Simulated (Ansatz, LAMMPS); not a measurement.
# Structural relaxation of glassy CaAl2Si2O8 (130 atoms)

How does glassy CaAl2Si2O8 (130 atoms) relax, and what do bonds, charges and levels look like afterwards?

Program: Ansatz 0.2.0. Level of theory: Kohn-Sham DFT, RPBE, PAW (set soft_2), plane waves. Results are calculated unless marked as measured.

**Experiments to compare with.** A Ca0.25Al0.5Si0.5O2 glass plate was measured by high-energy x-ray diffraction at 20 K and the Si-O distance was fitted in the PDF (“Polyhedral units and network connectivity in calcium aluminosilicate glasses from high-energy x-ray diffraction”, 2000, arxiv:cond-mat/0007490): nearest Si–O distance 1.6 Å; number of O about Si 3.85; nearest Al–O distance 1.75 Å; number of O about Al 4; nearest Ca–O distance 2.36 Å (by high-energy XRD, Gaussian fit to PDF); number of O about Ca 5.2 (by high-energy XRD, Gaussian fit to PDF).

**1. The structure**

The cell holds 130 atoms: 20 Al, 10 Ca, 80 O and 20 Si. Cell: a = 11.949 Å, b = 11.949 Å, c = 11.949 Å, α = 90.0°, β = 90.0°, γ = 90.0°. 130 atoms (20 Al, 10 Ca, 80 O, 20 Si) placed at random at 2.71 g/cm³, melted at 4500 K for 20 ps at fixed volume with the Morse and Coulomb pair potential with partial charges (Pedone, Malavasi, Menziani, Cormack and Segre, J. Phys. Chem. B 110, 11780 (2006)). Quenched from 4500 K to 300 K at 10 K/ps and fixed volume, held 5 ps.

Before any run, some limits are plain. The quench rate of 10 K/ps far exceeds what a furnace or splat quench reaches, so expect more defects and frozen-in strain than in a real sample. The starting topology of bonds comes from the classical model. Sampling is at Γ alone, for a cell whose shortest periodic width is 12 Å.

**2. Making the structure**

A classical potential supplies the starting structure, since it reaches far longer times than DFT.

This step: classical MD, Morse and Coulomb pair potential with partial charges (Pedone, Malavasi, Menziani, Cormack and Segre, J. Phys. Chem. B 110, 11780 (2006)) (LAMMPS 22 Jul 2025 - Update 4).

The input, in.lmp:

```
# melt-quench of Al20Ca10O80Si20
units metal
atom_style charge
boundary p p p
region box block 0 11.9487 0 11.9487 0 11.9487
create_box 4 box
mass 1 26.9815   # Al
mass 2 40.0780   # Ca
mass 3 15.9990   # O
mass 4 28.0850   # Si
create_atoms 1 random 20 373186 NULL overlap 1.5 maxtry 2000
create_atoms 2 random 10 373193 NULL overlap 1.5 maxtry 2000
create_atoms 3 random 80 373200 NULL overlap 1.5 maxtry 2000
create_atoms 4 random 20 373207 NULL overlap 1.5 maxtry 2000
pair_style hybrid/overlay pedone 5.5 coul/long 8.0
pair_coeff * * coul/long
pair_coeff 1 3 pedone 0.361581 1.900442 2.164818 0.9   # Al-O
pair_coeff 2 3 pedone 0.030211 2.241334 2.923245 5   # Ca-O
pair_coeff 3 3 pedone 0.042395 1.379316 3.618701 22   # O-O
pair_coeff 3 4 pedone 0.340554 2.006700 2.100000 1   # Si-O
set type 1 charge 1.8
set type 2 charge 1.2
set type 3 charge -1.2
set type 4 charge 2.4
kspace_style pppm 1.0e-4
neigh_modify delay 0 every 1 check yes
thermo_style custom step time temp pe press density
thermo_modify norm yes
timestep 0.002
thermo 100
min_style cg
minimize 1e-4 1e-4 200 2000
reset_timestep 0
velocity all create 4500 373187 mom yes dist gaussian
# [... 11 lines left out ...]
fix md all nvt temp 4500 300 0.2
run 210000 post no
unfix md
thermo 1250
fix md all nvt temp 300 300 0.2
run 2500 post no
unfix md
write_dump all custom glass.dump id type xs ys zs modify sort id
```

The run is started by

```sh
> lmp -in in.lmp -log none -nocite
```

Numbers of over 12 decimals in the logs are rounded to 6 here.

The log of the run:

```text
LAMMPS (22 Jul 2025 - Update 4)
Created orthogonal box = (0 0 0) to (11.9487 11.9487 11.9487)
Created 20 atoms
Created 10 atoms
Created 80 atoms
Created 20 atoms
PPPM initialization ...
  G vector (1/distance) = 0.37386473
  grid = 12 12 12
  estimated relative force accuracy = 8.5561111e-05
   Step          Time           Temp          PotEng         Press         Density
         0   0              0             -2.3946838      691036.79      2.7080015
        88   0.176          0             -14.4207       -32134.342      2.7080015
Loop time of 0.11726 s on 1 MPI rank(s) for 88 steps with 130 atoms
Minimization stats:
  Stopping criterion = energy tolerance
[... 17 lines left out ...]
[... 1 line left out ...]
Loop time of 8.90338 s on 1 MPI rank(s) for 10000 steps with 130 atoms
   Step          Time           Temp          PotEng         Press         Density
[... 12 lines left out ...]
Loop time of 179.49 s on 1 MPI rank(s) for 210000 steps with 130 atoms
   Step          Time           Temp          PotEng         Press         Density
    221000   442            304.91245     -14.48966      -24522.118      2.7080015
    221250   442.5          259.44192     -14.494738     -19207.771      2.7080015
    222500   445            290.43456     -14.492937     -11129.958      2.7080015
    223500   447            304.54994     -14.492635     -26715.555      2.7080015
Loop time of 2.02609 s on 1 MPI rank(s) for 2500 steps with 130 atoms
```

It took 3.2 min on 1 thread of Arm Neoverse N1, shared host; peak memory 0.07 GiB.

**3. Single point at the start**

A single point comes first, to see the forces before anything moves.

The input, input.yaml:

```yaml
crystal:
  lattice:
    - [11.9487, 0.0, 0.0]
    - [0.0, 11.9487, 0.0]
    - [0.0, 0.0, 11.9487]
  atoms:
    - { symbol: Al, position: [0.0731, 0.2708, 0.32892] }
    - { symbol: Al, position: [0.75664, 0.69799, 0.05418] }
    - { symbol: Al, position: [0.17019, 0.19755, 0.02094] }
    - { symbol: Al, position: [0.26709, 0.45092, 0.66984] }
    - { symbol: Al, position: [0.36058, 0.1334, 0.15911] }
    - { symbol: Al, position: [0.83019, 0.9164, 0.66527] }
    - { symbol: Al, position: [0.39726, 0.23591, 0.74731] }
    - { symbol: Al, position: [0.6885, 0.74334, 0.78484] }
    - { symbol: Al, position: [0.51948, 0.46936, 0.6821] }
    - { symbol: Al, position: [0.09873, 0.06151, 0.21849] }
    - { symbol: Al, position: [0.88114, 0.18007, 0.01018] }
    - { symbol: Al, position: [0.08827, 0.8818, 0.77479] }
    - { symbol: Al, position: [0.70074, 0.29318, 0.13052] }
    - { symbol: Al, position: [0.90157, 0.08323, 0.37025] }
    - { symbol: Al, position: [0.33526, 0.5157, 0.23027] }
    - { symbol: Al, position: [0.51515, 0.90268, 0.83586] }
    - { symbol: Al, position: [0.01726, 0.17666, 0.55788] }
    - { symbol: Al, position: [0.31286, 0.97992, 0.96573] }
    - { symbol: Al, position: [0.6839, 0.83337, 0.46642] }
    - { symbol: Al, position: [0.71913, 0.07167, 0.19049] }
    - { symbol: Ca, position: [0.31643, 0.70509, 0.07314] }
    - { symbol: Ca, position: [0.11322, 0.20621, 0.79365] }
    - { symbol: Ca, position: [0.88732, 0.4633, 0.18292] }
    - { symbol: Ca, position: [0.51148, 0.78796, 0.30165] }
    - { symbol: Ca, position: [0.34532, 0.77167, 0.70155] }
    - { symbol: Ca, position: [0.30539, 0.45995, 0.90162] }
    - { symbol: Ca, position: [0.79556, 0.94742, 0.94764] }
    - { symbol: Ca, position: [0.01914, 0.84451, 0.52821] }
    - { symbol: Ca, position: [0.55124, 0.58209, 0.91375] }
    - { symbol: Ca, position: [0.9516, 0.48478, 0.44354] }
    - { symbol: O, position: [0.815, 0.87416, 0.52827] }
    - { symbol: O, position: [0.41789, 0.02013, 0.06933] }
    [... 92 atom lines left out ...]
    - { symbol: Si, position: [0.9315, 0.54005, 0.94989] }
    - { symbol: Si, position: [0.28881, 0.98966, 0.37447] }
    - { symbol: Si, position: [0.03339, 0.71943, 0.26707] }
    - { symbol: Si, position: [0.5857, 0.53513, 0.20226] }
    - { symbol: Si, position: [0.12756, 0.42741, 0.10474] }
    - { symbol: Si, position: [0.27358, 0.73248, 0.39622] }
kpoints:
  mp_grid: { grid: [1, 1, 1] }
hamiltonian:
  xc: rpbe
scf:
  occupations: { method: fixed }
output:
  forces: true
  stress: true
  populations: true
  dos:
    method: { smearing: { sigma: 0.1 } }
    de: 0.1
    projected: { site_lists: { Al: [Al], Ca: [Ca], O: [O], Si: [Si] } }
  eigenvalues: true
```

The run is started by

```sh
> ansatz run input.yaml --threads 4 --pin off --max-ram 8192MiB --backend cpu --events-out ev --progress --plain --runs-dir out
```

The log of the run:

```text
Engine: ansatz 0.2.0, aarch64-unknown-linux-gnu
Pseudopotentials: kind: paw
Pseudopotential: Al, paw, valence charge 3, recommended cutoff 420 eV (normal), Al.paw.azcp
Pseudopotential: Ca, paw, valence charge 10, recommended cutoff 420 eV (normal), Ca.paw.azcp
Pseudopotential: O, paw, valence charge 6, recommended cutoff 420 eV (normal), O.paw.azcp
Pseudopotential: Si, paw, valence charge 4, recommended cutoff 420 eV (normal), Si.paw.azcp
[... 5 lines on functional and potentials left out ...]
Crystal: 130 atoms, lattice volume = 1705.933 Å³
Basis set: ecut = 420 eV, 33371 PW (Γ), exchange–correlation on 160×160×160 points (8 copies of the dense FFT grid, shifted against one another)
Bands: 490, of which v1, the nominal top of the filled ones, is band 360 counted from 1 (359 counted from 0)
Symmetry: 1 space group operations
Space group: P1 (ITA 1), of the structure as read, at distance tolerance 1.2e-4 Å
k-points: 1
[... 13 lines on functional and potentials left out ...]
Initial density: superposition of atomic densities (neutral atoms: chi_scale 0, normalization atom), corrected by the library's trained network
Initial wavefunctions: pseudopotential atomic-orbital guess
Functional: x = rpbe, c = pbe(β = 0.066725)
SCF iter   1: F=—  HF=-87492.370782 eV  |F-HF|=—  |Δ(HF+E_count)|=         —  Δρ=4.34e-3  dr2=3.70e-1  ethr=1.77e-3  ⟨swp⟩=6.0  Hψ=2094  notcnv=0  defer=128
preconditioner: auto → Resta (q_TF=auto, 2.363 Å⁻¹)  ε∞=3.2  [insulator: Δε(μ)=3.384 eV  Ē_g=15.953 eV  n_scr=388 (ndim 8)  ℏωp=23.8 eV  f_vac=0.097  ε∞_Penn≈3.2]
SCF iter   2: F=—  HF=-87492.277609 eV  |F-HF|=—  |Δ(HF+E_count)|=   9.32e-2  Δρ=2.17e-3  dr2=5.68e-2  ethr=5.14e-5  ⟨swp⟩=2.0  Hψ=752  notcnv=0  defer=128
SCF iter   3: F=—  HF=-87492.282060 eV  |F-HF|=—  |Δ(HF+E_count)|=   4.45e-3  Δρ=8.62e-4  dr2=1.57e-2  ethr=7.89e-6  ⟨swp⟩=4.0  Hψ=722  notcnv=0  defer=128
SCF iter   4: F=—  HF=-87492.284553 eV  |F-HF|=—  |Δ(HF+E_count)|=   2.49e-3  Δρ=2.41e-4  dr2=8.98e-4  ethr=2.18e-6  ⟨swp⟩=3.0  Hψ=636  notcnv=0  defer=128
SCF iter   5: F=—  HF=-87492.285141 eV  |F-HF|=—  |Δ(HF+E_count)|=   5.88e-4  Δρ=1.28e-4  dr2=2.42e-4  ethr=1.25e-7  ⟨swp⟩=2.0  Hψ=720  notcnv=0  defer=128
SCF iter   6: F=—  HF=-87492.285347 eV  |F-HF|=—  |Δ(HF+E_count)|=   2.06e-4  Δρ=2.90e-5  dr2=1.46e-5  ethr=3.36e-8  ⟨swp⟩=2.0  Hψ=720  notcnv=0  defer=128
SCF iter   7: F=—  HF=-87492.285527 eV  |F-HF|=—  |Δ(HF+E_count)|=   1.79e-4  Δρ=1.91e-5  dr2=4.71e-6  ethr=2.03e-9  ⟨swp⟩=2.0  Hψ=850  notcnv=0  defer=128
SCF iter   8: F=—  HF=-87492.285530 eV  |F-HF|=—  |Δ(HF+E_count)|=   3.14e-6  Δρ=6.30e-6  dr2=5.28e-7  ethr=6.54e-10  ⟨swp⟩=2.0  Hψ=718  notcnv=0  defer=128
SCF iter   9: F=—  HF=-87492.285531 eV  |F-HF|=—  |Δ(HF+E_count)|=   7.80e-7  Δρ=2.60e-6  dr2=1.01e-7  ethr=1.39e-11  ⟨swp⟩=20.0  Hψ=3951  notcnv=0
SCF iter  10: F=-87492.285531 eV  HF=-87492.285531 eV  |F-HF|=8.59e-10  |Δ(HF+E_count)|=   3.55e-8  Δρ=1.25e-6  dr2=2.05e-8  ethr=1.39e-11  ⟨swp⟩=5.0  Hψ=1706  notcnv=0
SCF 1 converged in 10 iterations: F = -87492.285531 eV  dr2 = 2.05e-8
  greatest PAW one-centre occupation: 0.995 electrons in one spin orbital (limit 2), on the Ca atom at site 25 (counted from 0), in its partial waves of l = 0
SCF converged after 10 iterations
Free energy (F): -87492.285531 eV
Harris-Foulkes:  -87492.285531 eV  (|F-HF|=8.59e-10)
Internal energy: -87492.285531 eV  (E = F + TS)
E sigma→0 (E₀):  -87492.285531 eV
Fermi energy:    4.600398 eV
--- Per-component energies (eV) ---
  E_band       = -3317.225308
  E_kinetic    = 18528.421477
  E_local      = -45887.448647  (includes V_loc(G=0)·N_el)
  E_nonlocal   = 5071.333938
  E_hartree    = 16760.034147
  E_xc         = -9317.178127
  E_vxc        = -10901.819301  (∫ρ·V_xc dr)
  E_paw        = -41166.073729  (= ΣΔE_a)
  E_vpaw       = -3647.978689  (= ΣTr[D̂ρ^β])
  E_aug_tail   = 0.201796  (compensation charges beyond the density's cutoff)
  E_ewald      = -31478.566978
  E_core_change = -3.009409  (= ΣΔE_core)
  E_smearing   = -0.000000  (= −TS)
  E_closure    = -0.000000  (closes the sum)
  Σ components = -87492.285531   (vs F -87492.285531, Δ=0.00e0)
--- Forces (eV/Å), atoms counted from 1 ---
  atom   1  Al    -1.42584298     0.42352574     0.75586265
  atom   2  Al    -1.20423099     0.78399807     0.69130546
  atom   3  Al    -1.91884830    -2.42755534     1.25681621
  atom   4  Al     1.07114668    -0.87250209    -2.26554393
  atom   5  Al    -1.11411390    -1.94823449     1.25961374
  atom   6  Al    -0.54501778     0.36900070    -0.89610126
  atom   7  Al     0.69482517     1.94551036     0.94491689
  atom   8  Al    -0.13686585     1.63244459    -1.83919669
  atom   9  Al     0.84594881     0.23484765    -0.59755685
  atom  10  Al     0.48494302    -1.41936882    -0.93465323
  atom  11  Al     1.00608830     3.02285801    -1.16390688
  atom  12  Al    -0.20808874     0.36606093     1.39396104
  atom  13  Al    -0.41662158     0.85935860    -0.74207994
  atom  14  Al    -0.39483040     1.07961590     0.50424807
[...]
atom 129  Si     0.27411594    -1.72608100    -1.51304368
  atom 130  Si    -1.58903091     2.28768136    -1.68792877
  max |Σ_I F_I| component: 2.82e-5 eV/Å
--- Stress (GPa, compression-positive) ---
        8.186664      -1.252818       0.155598
       -1.252816       8.837571       0.249933
        0.155599       0.249929       8.368610
  P = ⅓ Tr σ = 8.4643 GPa (84.643 kbar)
--- Band table (eV) ---
  k-point 0: bands = ["-35.4973", "-35.4594", "-35.3553", "-35.2953", [... 474 levels ...], "13.9667", "14.0067", "14.0249", "14.0700", "14.0889", "14.1149", "14.1412", "14.1807", "14.2167", "14.2294", "14.2734", "14.3550"]
--- Löwdin populations: 130 sites ---
  site symbol       q [e]
     0     Al      1.6672
     1     Al      1.6865
     2     Al      1.7305
[...]
129     Si      2.3252
  spilling = 0.012079 (of n_electrons = 720.000000)
```

Wall time 78 s (4 threads of Arm Neoverse N1, shared host); peak memory 2.5 GiB.

Reading the cycles: dr2 is the Hartree energy of the density residual (eV), the measure of convergence; HF is the Harris–Foulkes estimate of the energy, which meets the free energy F at convergence.

Read from the output:

```yaml
free_energy: -87492.2855 eV
free_energy_per_atom: -673.0176 eV/atom
scf_cycles: 10
pressure: 8.464 GPa
r_m_s_force_component: 1.258 eV/Å
longest_force: 5.542 eV/Å
fermi_energy: 4.6 eV
spacing_of_highest_filled_and_lowest_empty_level: 3.266 eV
spilling_of_the_projection: 0.01208
```

The r.m.s. force component of 1.3 eV/Å and the pressure of 8.5 GPa set the starting point.

Neighbours are counted within 2.19 Å (O-Al), 2.12 Å (O-Si), 2.93 Å (O-Ca).

Length of the force by element and coordination:

```csv
element,coordination,atoms,mean length of the force (eV/Å),spread,least,most
Al,all,20,2.13,0.787,1.06,4.00
Ca,all,10,0.872,0.416,0.312,1.88
Ca,4,2,0.788,0.110,0.678,0.897
Ca,5,3,0.613,0.336,0.312,1.08
Ca,6,5,1.06,0.442,0.559,1.88
O,all,80,1.81,0.919,0.256,4.38
O,2,30,1.75,0.947,0.348,4.38
O,3,47,1.85,0.843,0.256,4.02
O,4,3,1.72,1.52,0.411,3.86
Si,all,20,2.77,1.03,1.32,5.54
```

[end of part 1 of 3]

[Logs are printed without paths, hosts, clocks, repeated set-up lines and the standing remarks that a program may print on its own settings, such as how far it seeks lower states.]

[Hosts, paths, dates, database ids (printed as entryN), source tags and the programs' standing remarks are cut or masked in the printed files.]
